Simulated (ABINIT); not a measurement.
## SrSiS3 (Pm-3m): zone-centre phonons

Which modes does SrSiS3 (Pm-3m) have at the zone centre?

Program: ABINIT 10.8.3. Level of theory: DFT PBEsol, scalar-relativistic, plane waves, PseudoDojo norm-conserving pseudopotentials. Results are calculated unless marked as measured.

The structure was built from a prototype and need not be the compound's stable phase.

**1. Starting point**

The structure is cubic, space group Pm-3m (No. 221). The conventional cell has a = 4.390 Å, b = 4.390 Å, c = 4.390 Å, α = 90.00°, β = 90.00°, γ = 90.00°. Nearest to Sr lie 12 S at 3.10 Å and 8 Si at 3.80 Å. Si has 6 S at 2.20 Å and 8 Sr at 3.80 Å nearest. Nearest to S lie 2 Si at 2.20 Å and 4 Sr at 3.10 Å. Farther neighbours and most contacts between anions are not listed.

**2. A first look**

A first run with smearing and empty bands tells whether the crystal has a gap, which decides between fixed occupations and smearing later on.

probe.abi

```
# ground state
tolvrs 1.0d-08
prtden 1
prtwf 1

# basis, mesh and filling
ecut 35.0
ecutsm 3.0
ngkpt 4 4 4
nshiftk 1
shiftk 0.0 0.0 0.0
istwfk *1
occopt 7
tsmear 0.005
nband 24
nstep 100
diemac 9.0
prtebands 0
prtgsr 0
useylm 1

# cell and atoms
acell 3*1.0 Angstrom
rprim 
    4.3904 0.0 0.0
    0.0 4.3904 0.0
    0.0 0.0 4.3904
ntypat 3
znucl 38 14 16
natom 5
typat 1 2 3 3 3
xred 
    0.0 0.0 0.0
    0.5 0.5 0.5
    0.5 0.5 0.0
    0.5 0.0 0.5
    0.0 0.5 0.5
pp_dirpath "./pseudo"
pseudos "Sr.upf, Si.upf, S.upf"
```

Launch:

```console
$ OMP_NUM_THREADS=1 mpirun -n 4 abinit probe.abi > probe.log
```

Numbers of over 12 decimals in the logs are rounded to 6 here.

probe.abo, the main output file:

```text
[banners, grids, parts of the stress and lines that vanish by symmetry left out]
- input  file    -> probe.abi
- output file    -> probe.abo
- root for input  files -> probei
[...]
Symmetries : space group Pm -3 m (#221); Bravais cP (primitive cubic)
[...]
mpw =        5695          nfft =      110592          nkpt =          10
[...]
== DATASET  1 ==================================================================
[...]
cutoff_energies: {ecut:  35.0, pawecutdg:  -1.0, }
[...]
ETOT  1  -71.596751285785    -7.160E+01 3.492E-02 9.487E+01
 ETOT  2  -71.634300749041    -3.755E-02 8.173E-03 2.488E+01
 ETOT  3  -71.639519005688    -5.218E-03 5.136E-03 1.160E+00
 ETOT  4  -71.639673272188    -1.543E-04 2.368E-03 3.933E-02
 ETOT  5  -71.639679200740    -5.929E-06 1.293E-03 1.057E-03
 ETOT  6  -71.639679328846    -1.281E-07 1.018E-03 1.930E-05
 ETOT  7  -71.639679331419    -2.573E-09 4.922E-04 1.114E-07
 ETOT  8  -71.639679331429    -1.040E-11 3.365E-04 2.623E-09
 At SCF step    8       vres2   =  2.62E-09 < tolvrs=  1.00E-08 =>converged.
[...]
sigma(1 1)= -5.30871867E-04  sigma(3 2)=  0.00000000E+00
  sigma(2 2)= -5.30871867E-04  sigma(3 1)=  0.00000000E+00
  sigma(3 3)= -5.30871867E-04  sigma(2 1)=  0.00000000E+00
[...]
convergence: {deltae: -1.040E-11, res2:  2.623E-09, residm:  3.365E-04, diffor: null, }
etotal    :  -7.16396793E+01
[...]
sigma(1 1)= -5.30871867E-04  sigma(3 2)=  0.00000000E+00
  sigma(2 2)= -5.30871867E-04  sigma(3 1)=  0.00000000E+00
  sigma(3 3)= -5.30871867E-04  sigma(2 1)=  0.00000000E+00
[...]
- sigma(1 1)= -1.56187896E+01  sigma(3 2)=  0.00000000E+00
- sigma(2 2)= -1.56187896E+01  sigma(3 1)=  0.00000000E+00
- sigma(3 3)= -1.56187896E+01  sigma(2 1)=  0.00000000E+00
[...]
fcart     -0.0000000000E+00 -0.0000000000E+00 -0.0000000000E+00
           strten     -5.3087186704E-04 -5.3087186704E-04 -5.3087186704E-04
================================================================================

[key lines of the parts left out:]
pressure_GPa:   1.5619E+01
```

Run time: 16 s. Hardware: 4 MPI ranks of Arm Neoverse V1, shared host.

This step gave:

```yaml
volume_per_atom: 16.93 Å³
pressure: 15.62 GPa
gap_on_the_k_mesh: 0 eV
```

No gap opens on this mesh, so smearing is kept.

**3. Rough relaxation**

The typed start is rough, so a first relaxation with smearing and loose thresholds takes it towards rest cheaply.

prerelax.abi

```
# relaxation
ionmov 2
optcell 2
dilatmx 1.15
chkdilatmx 0
ntime 40
tolmxf 3.0d-04
tolvrs 1.0d-10
prtwf 0
prtden 0
chksymtnons 0

# basis, mesh and filling
ecut 28.0
ecutsm 3.0
ngkpt 4 4 4
nshiftk 1
shiftk 0.0 0.0 0.0
istwfk *1
occopt 7
tsmear 0.005
nband 24
nstep 100
diemac 1000000.0
prtebands 0
prtgsr 0
useylm 1

# cell and atoms
acell 3*1.0 Angstrom
rprim 
    4.3904 0.0 0.0
    0.0 4.3904 0.0
    0.0 0.0 4.3904
ntypat 3
znucl 38 14 16
natom 5
typat 1 2 3 3 3
xred 
    0.0 0.0 0.0
    0.5 0.5 0.5
    0.5 0.5 0.0
    0.5 0.0 0.5
    0.0 0.5 0.5
pp_dirpath "./pseudo"
pseudos "Sr.upf, Si.upf, S.upf"
```

Launch:

```console
$ OMP_NUM_THREADS=1 mpirun -n 4 abinit prerelax.abi > prerelax.log
```

prerelax.abo, the main output file:

```text
[banners, grids, parts of the stress and lines that vanish by symmetry left out]
- input  file    -> prerelax.abi
- output file    -> prerelax.abo
- root for input  files -> prerelaxi
[...]
Symmetries : space group Pm -3 m (#221); Bravais cP (primitive cubic)
[...]
mpw =        6187          nfft =      110592          nkpt =          10
[...]
== DATASET  1 ==================================================================
[...]
cutoff_energies: {ecut:  28.0, pawecutdg:  -1.0, }
[...]
ETOT  1  -71.598854669292    -7.160E+01 3.694E-02 9.827E+01
 ETOT  2  -71.635427104597    -3.657E-02 6.353E-03 1.626E+01
 ETOT  3  -71.638862171557    -3.435E-03 4.448E-03 6.962E-01
 ETOT  4  -71.638960634901    -9.846E-05 1.616E-03 4.093E-03
 ETOT  5  -71.638960986953    -3.521E-07 6.844E-04 4.147E-04
[...]
At SCF step    9       vres2   =  3.88E-11 < tolvrs=  1.00E-10 =>converged.
[...]
ETOT  8  -71.660359135313    -4.974E-13 1.154E-08 9.138E-13
 At SCF step    8       vres2   =  9.14E-13 < tolvrs=  1.00E-10 =>converged.
[...]
sigma(1 1)= -1.64781794E-07  sigma(3 2)=  0.00000000E+00
  sigma(2 2)= -1.64781794E-07  sigma(3 1)=  0.00000000E+00
  sigma(3 3)= -1.64781794E-07  sigma(2 1)=  0.00000000E+00
[...]
convergence: {deltae: -4.974E-13, res2:  9.138E-13, residm:  1.154E-08, diffor: null, }
etotal    :  -7.16603591E+01
[...]
At Broyd/MD step   5, gradients are converged :
[...]
sigma(1 1)= -1.64781794E-07  sigma(3 2)=  0.00000000E+00
  sigma(2 2)= -1.64781794E-07  sigma(3 1)=  0.00000000E+00
  sigma(3 3)= -1.64781794E-07  sigma(2 1)=  0.00000000E+00
[...]
- sigma(1 1)= -4.84804775E-03  sigma(3 2)=  0.00000000E+00
- sigma(2 2)= -4.84804775E-03  sigma(3 1)=  0.00000000E+00
- sigma(3 3)= -4.84804775E-03  sigma(2 1)=  0.00000000E+00
[...]
fcart     -0.0000000000E+00 -0.0000000000E+00 -0.0000000000E+00
           strten     -1.6478179379E-07 -1.6478179379E-07 -1.6478179379E-07
================================================================================

[key lines of the parts left out:]
pressure_GPa:   4.8480E-03
Total energy (etotal) [Ha]= -7.16603591353134E+01
```

Run time: 73 s. Hardware: 4 MPI ranks.

The steps of the relaxation:

```tsv
step	energy less that of the first step (eV)	largest force (eV/Å)	volume (Å³)
1	0.0000	0.0000	84.63
2	-0.3204	0.0000	88.74
3	-0.5744	0.0000	96.53
4	-0.5821	0.0000	98.09
5	-0.5823	0.0000	98.33
```

```tsv
conventional cell, symmetrised	before	after	change
a (Å)	4.390	4.616	+5.1 %
b (Å)	4.390	4.616	+5.1 %
c (Å)	4.390	4.616	+5.1 %
volume (Å³/atom)	16.93	19.67	+16.2 %
```

Final coordinates:

```xyz
5
Lattice="4.6156 0.0000 0.0000 0.0000 4.6156 0.0000 0.0000 0.0000 4.6156" Properties=species:S:1:pos:R:3 pbc="T T T"
Sr    0.0000    0.0000    0.0000
Si    2.3078    2.3078    2.3078
S     2.3078    2.3078    0.0000
S     2.3078    0.0000    2.3078
S     0.0000    2.3078    2.3078
```

This step gave:

```yaml
volume_per_atom: 19.67 Å³
pressure: 0.004848 GPa
```

The volume changes by +16.2 % in this run and stands +16.2 % from the first cell.

**4. Rough relaxation**

The cell changed much, so the rough relaxation is repeated on a basis made for the new cell.

prerelax.abi: that of step 3 with these lines changed.

```diff
@@ -31,5 +31,5 @@
 rprim 
-    4.3904 0.0 0.0
-    0.0 4.3904 0.0
-    0.0 0.0 4.3904
+    4.615587392 0.0 0.0
+    0.0 4.615587392 0.0
+    0.0 0.0 4.615587392
 ntypat 3
```

prerelax.abo, the main output file:

```text
[banners, grids, parts of the stress and lines that vanish by symmetry left out]
- input  file    -> prerelax.abi
- output file    -> prerelax.abo
- root for input  files -> prerelaxi
[...]
Symmetries : space group Pm -3 m (#221); Bravais cP (primitive cubic)
[...]
mpw =        7184          nfft =      110592          nkpt =          10
[...]
== DATASET  1 ==================================================================
[...]
cutoff_energies: {ecut:  28.0, pawecutdg:  -1.0, }
[...]
ETOT  1  -71.611015995417    -7.161E+01 3.473E-02 1.322E+02
 ETOT  2  -71.648848658799    -3.783E-02 4.655E-03 5.083E+01
 ETOT  3  -71.659903680892    -1.106E-02 3.640E-03 2.532E+00
 ETOT  4  -71.660358162808    -4.545E-04 8.426E-04 1.360E-02
 ETOT  5  -71.660358386988    -2.242E-07 7.440E-04 5.440E-03
[...]
ETOT  9  -71.660359135308     2.871E-12 7.424E-05 1.469E-10
 ETOT 10  -71.660359135315    -6.537E-12 8.323E-05 3.394E-13
 At SCF step   10       vres2   =  3.39E-13 < tolvrs=  1.00E-10 =>converged.
[...]
sigma(1 1)= -1.64762872E-07  sigma(3 2)=  0.00000000E+00
  sigma(2 2)= -1.64762872E-07  sigma(3 1)=  0.00000000E+00
  sigma(3 3)= -1.64762872E-07  sigma(2 1)=  0.00000000E+00
[...]
convergence: {deltae: -6.537E-12, res2:  3.394E-13, residm:  8.323E-05, diffor: null, }
etotal    :  -7.16603591E+01
[...]
At Broyd/MD step   1, gradients are converged :
[...]
sigma(1 1)= -1.64762872E-07  sigma(3 2)=  0.00000000E+00
  sigma(2 2)= -1.64762872E-07  sigma(3 1)=  0.00000000E+00
  sigma(3 3)= -1.64762872E-07  sigma(2 1)=  0.00000000E+00
[...]
- sigma(1 1)= -4.84749107E-03  sigma(3 2)=  0.00000000E+00
- sigma(2 2)= -4.84749107E-03  sigma(3 1)=  0.00000000E+00
- sigma(3 3)= -4.84749107E-03  sigma(2 1)=  0.00000000E+00
[...]
fcart     -0.0000000000E+00 -0.0000000000E+00 -0.0000000000E+00
           strten     -1.6476287246E-07 -1.6476287246E-07 -1.6476287246E-07
================================================================================

[key lines of the parts left out:]
pressure_GPa:   4.8475E-03
Total energy (etotal) [Ha]= -7.16603591353150E+01
```

Wall time 21 s (4 MPI ranks).

Little changed from the start: no atom moved by 0.005 Å and no cell edge by 0.1 %.

This step gave:

- pressure: 0.004847 GPa

The volume changes by +0.0 % in this run and stands +16.2 % from the first cell.

**5. Relaxation**

The harmonic expansion needs vanishing forces, and a free crystal bears no stress, so cell and atoms are brought to rest. Stress is more sensitive to the basis than forces are: the last 3 Ha under the cutoff are smoothed with ecutsm.

relax.abi

```
# relaxation
ionmov 2
optcell 2
dilatmx 1.08
ntime 40
tolmxf 1.0d-05
tolvrs 1.0d-14
prtwf 0
prtden 0
chksymtnons 0

# basis, mesh and filling
ecut 35.0
ecutsm 3.0
ngkpt 6 6 6
nshiftk 1
shiftk 0.0 0.0 0.0
istwfk *1
occopt 7
tsmear 0.01
nband 24
nstep 100
diemac 1000000.0
prtebands 0
prtgsr 0
useylm 1

# cell and atoms
acell 3*1.0 Angstrom
rprim 
    4.615587395 0.0 0.0
    0.0 4.615587395 0.0
    0.0 0.0 4.615587395
ntypat 3
znucl 38 14 16
natom 5
typat 1 2 3 3 3
xred 
    0.0 0.0 0.0
    0.5 0.5 0.5
    0.5 0.5 0.0
    0.5 0.0 0.5
    0.0 0.5 0.5
pp_dirpath "./pseudo"
pseudos "Sr.upf, Si.upf, S.upf"
```

Launch:

```console
$ OMP_NUM_THREADS=1 mpirun -n 4 abinit relax.abi > relax.log
```

relax.abo, the main output file:

```text
[banners, grids, parts of the stress and lines that vanish by symmetry left out]
- input  file    -> relax.abi
- output file    -> relax.abo
- root for input  files -> relaxi
[...]
Symmetries : space group Pm -3 m (#221); Bravais cP (primitive cubic)
[...]
mpw =        8330          nfft =      157464          nkpt =          20
[...]
== DATASET  1 ==================================================================
[...]
cutoff_energies: {ecut:  35.0, pawecutdg:  -1.0, }
[...]
ETOT  1  -71.604543146861    -7.160E+01 3.483E-02 2.116E+02
 ETOT  2  -71.652059638065    -4.752E-02 7.640E-03 6.528E+01
 ETOT  3  -71.661950755893    -9.891E-03 4.615E-03 3.572E-01
 ETOT  4  -71.661986157244    -3.540E-05 2.728E-03 1.775E-02
 ETOT  5  -71.661987161472    -1.004E-06 2.877E-03 1.162E-03
[...]
At SCF step   11       vres2   =  5.87E-15 < tolvrs=  1.00E-14 =>converged.
[...]
sigma(1 1)= -2.49215864E-06  sigma(3 2)=  0.00000000E+00
  sigma(2 2)= -2.49215864E-06  sigma(3 1)=  0.00000000E+00
  sigma(3 3)= -2.49215864E-06  sigma(2 1)=  0.00000000E+00
[...]
convergence: {deltae: -1.563E-12, res2:  5.868E-15, residm:  4.326E-04, diffor: null, }
etotal    :  -7.16619872E+01
[...]
ETOT  1  -71.661987482689    -7.166E+01 2.245E-04 6.735E-04
[...]
At SCF step    8       vres2   =  6.90E-15 < tolvrs=  1.00E-14 =>converged.
[...]
sigma(1 1)= -1.91535987E-06  sigma(3 2)=  0.00000000E+00
  sigma(2 2)= -1.91535987E-06  sigma(3 1)=  0.00000000E+00
  sigma(3 3)= -1.91535987E-06  sigma(2 1)=  0.00000000E+00
[...]
convergence: {deltae:  6.679E-12, res2:  6.904E-15, residm:  8.778E-06, diffor: null, }
etotal    :  -7.16619875E+01
[...]
ETOT  1  -71.661987363202    -7.166E+01 8.611E-06 7.444E-03
[...]
ETOT  8  -71.661988015473     6.679E-13 6.378E-06 8.438E-14
 ETOT  9  -71.661988015470     3.283E-12 3.600E-06 2.717E-15
 At SCF step    9       vres2   =  2.72E-15 < tolvrs=  1.00E-14 =>converged.
[...]
sigma(1 1)= -2.56781806E-09  sigma(3 2)=  0.00000000E+00
  sigma(2 2)= -2.56781806E-09  sigma(3 1)=  0.00000000E+00
  sigma(3 3)= -2.56781806E-09  sigma(2 1)=  0.00000000E+00
[...]
convergence: {deltae:  3.283E-12, res2:  2.717E-15, residm:  3.600E-06, diffor: null, }
etotal    :  -7.16619880E+01
[...]
At Broyd/MD step   3, gradients are converged :
[...]
sigma(1 1)= -2.56781806E-09  sigma(3 2)=  0.00000000E+00
  sigma(2 2)= -2.56781806E-09  sigma(3 1)=  0.00000000E+00
  sigma(3 3)= -2.56781806E-09  sigma(2 1)=  0.00000000E+00
[...]
- sigma(1 1)= -7.55478156E-05  sigma(3 2)=  0.00000000E+00
- sigma(2 2)= -7.55478157E-05  sigma(3 1)=  0.00000000E+00
- sigma(3 3)= -7.55478157E-05  sigma(2 1)=  0.00000000E+00
[...]
fcart     -0.0000000000E+00 -0.0000000000E+00 -0.0000000000E+00
           strten     -2.5678180602E-09 -2.5678180619E-09 -2.5678180650E-09
================================================================================

[key lines of the parts left out:]
pressure_GPa:   7.5548E-05
Total energy (etotal) [Ha]= -7.16619880154699E+01
```

Wall time 1.9 min (4 MPI ranks); 7.7 min of CPU time.

Little changed from the start: no atom moved by 0.005 Å and no cell edge by 0.1 %.

Read from the output:

```yaml
volume_per_atom: 19.68 Å³
pressure: 7.55e-5 GPa
```

The volume changes by +0.1 % in this run and stands +16.3 % from the first cell.

**6. Self-consistent run for the response**

First-order wavefunctions inherit every error of the ground state, hence the very tight tolvrs. ecutsm is kept as in the relaxation, so that the cell stays at rest. Smearing stays on, as the first look found no gap above 0.3 eV.

gs.abi

```
# ground state
tolvrs 1.0d-16
prtden 1
prtwf 1

# basis, mesh and filling
ecut 35.0
ecutsm 3.0
ngkpt 6 6 6
nshiftk 1
shiftk 0.0 0.0 0.0
istwfk *1
occopt 7
tsmear 0.01
nband 24
nstep 100
diemac 1000000.0
prtebands 0
prtgsr 0
useylm 1

# cell and atoms
acell 3*1.0 Angstrom
rprim 
    4.617079501 0.0 0.0
    0.0 4.617079501 0.0
    0.0 0.0 4.617079501
ntypat 3
znucl 38 14 16
natom 5
typat 1 2 3 3 3
xred 
    0.0 0.0 0.0
    0.5 0.5 0.5
    0.5 0.5 0.0
    0.5 0.0 0.5
    0.0 0.5 0.5
pp_dirpath "./pseudo"
pseudos "Sr.upf, Si.upf, S.upf"
```

Launch:

```console
$ OMP_NUM_THREADS=1 mpirun -n 4 abinit gs.abi > gs.log
```

gs.abo, the main output file:

```text
[banners, grids, parts of the stress and lines that vanish by symmetry left out]
- input  file    -> gs.abi
- output file    -> gs.abo
- root for input  files -> gsi
[...]
Symmetries : space group Pm -3 m (#221); Bravais cP (primitive cubic)
[...]
mpw =        6704          nfft =      110592          nkpt =          20
[...]
== DATASET  1 ==================================================================
[...]
cutoff_energies: {ecut:  35.0, pawecutdg:  -1.0, }
[...]
ETOT  1  -71.607552944754    -7.161E+01 4.371E-02 1.481E+02
 ETOT  2  -71.652130826044    -4.458E-02 8.127E-03 4.554E+01
 ETOT  3  -71.661951191328    -9.820E-03 3.381E-03 2.652E-01
 ETOT  4  -71.661986849668    -3.566E-05 1.885E-03 1.340E-02
 ETOT  5  -71.661987951574    -1.102E-06 2.317E-03 8.270E-04
[...]
ETOT 11  -71.661988004143    -2.601E-12 2.079E-04 1.492E-14
 ETOT 12  -71.661988004140     2.885E-12 1.478E-04 7.038E-17
 At SCF step   12       vres2   =  7.04E-17 < tolvrs=  1.00E-16 =>converged.
[...]
sigma(1 1)= -2.56786721E-09  sigma(3 2)=  0.00000000E+00
  sigma(2 2)= -2.56786721E-09  sigma(3 1)=  0.00000000E+00
  sigma(3 3)= -2.56786721E-09  sigma(2 1)=  0.00000000E+00
[...]
convergence: {deltae:  2.885E-12, res2:  7.038E-17, residm:  1.478E-04, diffor: null, }
etotal    :  -7.16619880E+01
[...]
sigma(1 1)= -2.56786721E-09  sigma(3 2)=  0.00000000E+00
  sigma(2 2)= -2.56786721E-09  sigma(3 1)=  0.00000000E+00
  sigma(3 3)= -2.56786721E-09  sigma(2 1)=  0.00000000E+00
[...]
- sigma(1 1)= -7.55492616E-05  sigma(3 2)=  0.00000000E+00
- sigma(2 2)= -7.55492616E-05  sigma(3 1)=  0.00000000E+00
- sigma(3 3)= -7.55492616E-05  sigma(2 1)=  0.00000000E+00
[...]
fcart     -0.0000000000E+00 -0.0000000000E+00 -0.0000000000E+00
           strten     -2.5678672088E-09 -2.5678672079E-09 -2.5678672097E-09
================================================================================

[key lines of the parts left out:]
pressure_GPa:   7.5549E-05
```

Run time: 35 s. Hardware: 4 MPI ranks; 2.3 min of CPU time.

The cell stands at 7.6e-5 GPa, close enough for phonons.

(Part 1 of 3 ends here.)

[Host names and launcher messages were left out of these logs when they were recorded.]

[Logs are printed without paths, hosts, clocks, repeated set-up lines and the standing remarks that a program may print on its own settings, such as how far it seeks lower states.]

[Hosts, paths, dates, database ids (printed as entryN), source tags and the programs' standing remarks are cut or masked in the printed files.]
